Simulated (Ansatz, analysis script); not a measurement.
**Energy of spin spirals in TiClO**

Spirals are solved in the crystal's own cell at each q. What do they say of the order in TiClO?

Calculated with Ansatz 0.2.0; PBEsol with U = 3 eV on Ti d (ortho-atomic projectors), PAW set soft_1 (files made for PBE).

This is a report of a sequence of runs, with most program output left out.

The database entry behind the starting cell differs from later determinations by our own check (old inner coordinates), so it need not match the best structure at ambient conditions.

## Step 1: Starting point

The structure is orthorhombic, space group Pmmn (No. 59). The conventional cell has a = 3.380 Å, b = 3.790 Å, c = 8.030 Å, α = 90.00°, β = 90.00°, γ = 90.00°. Ti has 4 O at 1.95 to 2.26 Å and 2 Cl at 2.32 Å nearest. Nearest to Cl lie 2 Ti at 2.32 Å. O has 4 Ti at 1.95 to 2.26 Å nearest. Farther neighbours and most contacts between anions are not listed.

The cell of this run holds 6 atoms, 2 of them with a starting moment; values «a cell» refer to the cell of the run in question.

## Step 2: Collinear start 1: ferro ++

The order that a run ends on hangs on its start, so several orders are typed and the lowest is carried on. The program's own search can turn an unstable start over.

Contents of input.yaml:

```yaml
crystal:
  lattice:
    - [3.38, 0.0, 0.0]
    - [0.0, 3.79, 0.0]
    - [0.0, 0.0, 8.03]
  atoms:
    - { symbol: Ti, position: [0.0, 0.5, 0.122], spin: 1.0 }
    - { symbol: Ti, position: [0.5, 0.0, 0.878], spin: 1.0 }
    - { symbol: Cl, position: [0.5, 0.5, 0.32] }
    - { symbol: Cl, position: [0.0, 0.0, 0.68] }
    - { symbol: O, position: [0.5, 0.5, 0.935] }
    - { symbol: O, position: [0.0, 0.0, 0.065] }
magnetization:
  spin_polarized: true
kpoints:
  mp_grid: { grid: [8, 8, 4] }
hamiltonian:
  xc: pbesol
  hubbard:
    projectors: ortho-atomic
    sites: [{ species: Ti, l: d, u_eff: 3.0 }]
  pseudopotentials: { kind: paw, azcp: { folder: soft_1 }, xc_functional: pbe }
scf:
  occupations: { method: fermi_dirac, width: 0.05 }
  max_iter: 120
  convergence: { dr2_threshold: 1.0e-08 }
output:
  write_density: true
  write_potential: true
  elf: true
  volumetric_format: npy
```

Run with:

```bash
$ ansatz run input.yaml --threads 2 --pin off --max-ram 5632MiB --backend cpu --events-out ev --progress --plain --runs-dir out
```

Run time: 2.5 min. Hardware: 2 threads of Arm Neoverse V1, shared host; peak memory 1.7 GiB.

It ends ferromagnetic, with 0.675 μB on the largest site.

## Step 3: Collinear start 2: antiferro +-

A self-consistent run from these starting moments shows which magnetic state they lead to.

input.yaml, the sections that differ from step 2:

```yaml
crystal:
  lattice:
    - [3.38, 0.0, 0.0]
    - [0.0, 3.79, 0.0]
    - [0.0, 0.0, 8.03]
  atoms:
    - { symbol: Ti, position: [0.0, 0.5, 0.122], spin: 1.0 }
    - { symbol: Ti, position: [0.5, 0.0, 0.878], spin: -1.0 }
    - { symbol: Cl, position: [0.5, 0.5, 0.32] }
    - { symbol: Cl, position: [0.0, 0.0, 0.68] }
    - { symbol: O, position: [0.5, 0.5, 0.935] }
    - { symbol: O, position: [0.0, 0.0, 0.065] }
# magnetization, kpoints, hamiltonian, scf: as in step 2
# output: removed
```

It took 2.1 min on 2 threads; peak memory 1.6 GiB; 4.1 min of CPU time.

It ends antiferromagnetic, with 0.671 μB on the largest site.

## Step 4: The collinear states

| typed order | atoms | final state | energy (meV/atom) | largest moment (μB) |
| --- | --- | --- | --- | --- |
| ferro ++ | 6 | ferromagnetic | 0.04 | 0.67 |
| antiferro +- | 6 | antiferromagnetic | 0.00 | 0.67 |

The session goes on from the lowest state with moments found, typed antiferro +-.

Spin moment in the atom's sphere by atom:

| atom | spin moment in the atom's sphere (μB) |
| --- | --- |
| Ti1 | 0.671 |
| Ti2 | -0.671 |
| Cl3 | 0.003 |
| Cl4 | -0.003 |
| O5 | 0.031 |
| O6 | -0.031 |

Tables count atoms from 1; parts of the log count from 0.

Each spiral starts from these moments, tilted 90° from the rotation axis z (a flat spiral), with their directions locked in the turning frame; energies are taken at the locked directions, corrected for the field of the lock. Spin–orbit coupling is switched off, so the energy does not depend on how the axis lies in the crystal. The folder named start holds the saved collinear state, from which each run begins.

## Step 5: q = (0, 0, 0)

The reference is the same input at q = 0, so that basis and exchange-correlation form match those at other q. Every q is chosen so that q/2 is a mesh vector: every spiral then samples the k-points of q = 0, and much mesh noise cancels.

input.yaml, the sections that differ from step 3:

```yaml
crystal:
  lattice:
    - [3.38, 0.0, 0.0]
    - [0.0, 3.79, 0.0]
    - [0.0, 0.0, 8.03]
  atoms:
    - { symbol: Ti, position: [0.0, 0.5, 0.122], spin: 0.67, spin_axis: [1.0, 0.0, 0.0] }
    - { symbol: Ti, position: [0.5, 0.0, 0.878], spin: 0.67, spin_axis: [-1.0, 0.0, 0.0] }
    - { symbol: Cl, position: [0.5, 0.5, 0.32] }
    - { symbol: Cl, position: [0.0, 0.0, 0.68] }
    - { symbol: O, position: [0.5, 0.5, 0.935] }
    - { symbol: O, position: [0.0, 0.0, 0.065] }
basis:
  ecutwfc: 420.0
magnetization:
  noncollinear: true
  spin_spiral: { q: [0.0, 0.0, 0.0] }
  spin_locking: { lock_directions: true }
checkpoint:
  read: start
# kpoints, hamiltonian, scf: as in step 3
```

Elapsed: 2.2 min, on 2 threads; peak memory 3.5 GiB; 4.4 min of CPU time.

The largest moment is 0.671 μB, against 0.671 μB in the collinear run.

## Step 6: q = (0, 0, 0.5)

Only q changes. The cell stays that of the crystal, since the generalised Bloch theorem carries the rotation from cell to cell.

Edit input.yaml of step 5 so:

```diff
@@ -28,3 +28,3 @@
   noncollinear: true
-  spin_spiral: { q: [0.0, 0.0, 0.0] }
+  spin_spiral: { q: [0.0, 0.0, 0.5] }
   spin_locking: { lock_directions: true }
```

It took 6 min on 2 threads; peak memory 3.6 GiB.

The energy of the cell lies 0.047 meV below that at q = 0, and the largest moment is 0.671 μB against 0.671 μB.

## Step 7: q = (0, 0.25, 0)

Edit input.yaml of step 6 so:

```diff
@@ -28,3 +28,3 @@
   noncollinear: true
-  spin_spiral: { q: [0.0, 0.0, 0.5] }
+  spin_spiral: { q: [0.0, 0.25, 0.0] }
   spin_locking: { lock_directions: true }
```

It took 5.3 min on 2 threads; peak memory 3.6 GiB.

The energy of the cell lies 0.253 meV above that at q = 0, and the largest moment is 0.671 μB against 0.671 μB.

## Step 8: q = (0.25, 0.5, 0)

Edit input.yaml of step 7 so:

```diff
@@ -28,3 +28,3 @@
   noncollinear: true
-  spin_spiral: { q: [0.0, 0.25, 0.0] }
+  spin_spiral: { q: [0.25, 0.5, 0.0] }
   spin_locking: { lock_directions: true }
```

It took 6.6 min on 2 threads; peak memory 3.7 GiB; 13 min of CPU time.

The energy of the cell lies 24.6 meV below that at q = 0, and the largest moment is 0.660 μB against 0.671 μB.

## Step 9: q = (0.5, 0.5, 0)

Edit input.yaml of step 8 so:

```diff
@@ -28,3 +28,3 @@
   noncollinear: true
-  spin_spiral: { q: [0.25, 0.5, 0.0] }
+  spin_spiral: { q: [0.5, 0.5, 0.0] }
   spin_locking: { lock_directions: true }
```

Elapsed: 6.4 min, on 2 threads; peak memory 3.8 GiB.

The energy of the cell lies 48.3 meV below that at q = 0, and the largest moment is 0.648 μB against 0.671 μB.

The other 4 runs of this kind were made alike; their results stand in the table below.

## Step 10: Other settings

A test of how the program answers to a changed input.

Edit input.yaml of step 9 so:

```diff
@@ -22,3 +22,3 @@
   occupations: { method: fermi_dirac, width: 0.05 }
-  max_iter: 120
+  max_iter: 100
   convergence: { dr2_threshold: 1.0e-08 }
@@ -30,3 +30,2 @@
   spin_locking: { lock_directions: true }
-checkpoint:
-  read: start
+  spin_polarized: true
```

Run with:

```bash
$ ansatz run input.yaml --threads 4 --pin off --max-ram 11264MiB --backend cpu --events-out ev --progress --plain --runs-dir out
```

Run time: 0.02 s. Hardware: 4 threads; peak memory 0.032 GiB.

The program refused the input before any cycle.

The program's message: “Error: inconsistent input (magnetization.noncollinear, magnetization.spin_polarized): are mutually exclusive — non-collinear runs carry the full vector magnetisation; drop spin_polarized”

The change that led to it: magnetization.

## Step 11: E(q)

| q (reciprocal lattice) | path length (1/Å) | E(q) − E(0) (meV a magnetic atom) | \|m\| Ti no. 1 (μB) | \|m\| Ti no. 2 (μB) |
| --- | --- | --- | --- | --- |
| (0, 0, 0) | 0.000 | 0.00 | 0.67 | 0.67 |
| (0.25, 0, 0) | 0.465 | -12.81 | 0.66 | 0.66 |
| (0.5, 0, 0) | 0.929 | -24.44 | 0.65 | 0.65 |
| (0.5, 0.25, 0) | 1.344 | -24.28 | 0.65 | 0.65 |
| (0.5, 0.5, 0) | 1.758 | -24.14 | 0.65 | 0.65 |
| (0.25, 0.5, 0) | 2.223 | -12.30 | 0.66 | 0.66 |
| (0, 0.5, 0) | 2.688 | 0.41 | 0.67 | 0.67 |
| (0, 0.25, 0) | 3.102 | 0.13 | 0.67 | 0.67 |
| (0, 0, 0) | 3.517 | 0.00 | 0.67 | 0.67 |
| (0, 0, 0.5) | 3.908 | -0.02 | 0.67 | 0.67 |

## Step 12: Summary of results

```json
{
  "lowest point of the path": "q = (0.5, 0, 0), -24.4 meV a magnetic atom from q = 0",
  "highest point": "0.414 meV a magnetic atom"
}
```

The state at q = (0.5, 0, 0) lies 24.4 meV a magnetic atom below the antiferromagnetic start, so that start is not the lowest state. The moments change by at most 4 % from their size at q = 0, so they are well localised. No spin model is given, since this treatment keeps to cells with one magnetic atom. States with other phases between the sublattices can lie lower than any point of this path. The 9 spiral runs took 49 min of wall time, added up.

[Logs and program files are shortened in this print: banners, set-up blocks, solver, clock and traceback lines can be left out without a mark of their own.]

[Logs are printed without paths, hosts, clocks, repeated set-up lines and the standing remarks that a program may print on its own settings, such as how far it seeks lower states.]

[Hosts, paths, dates, database ids (printed as entryN), source tags and the programs' standing remarks are cut or masked in the printed files.]
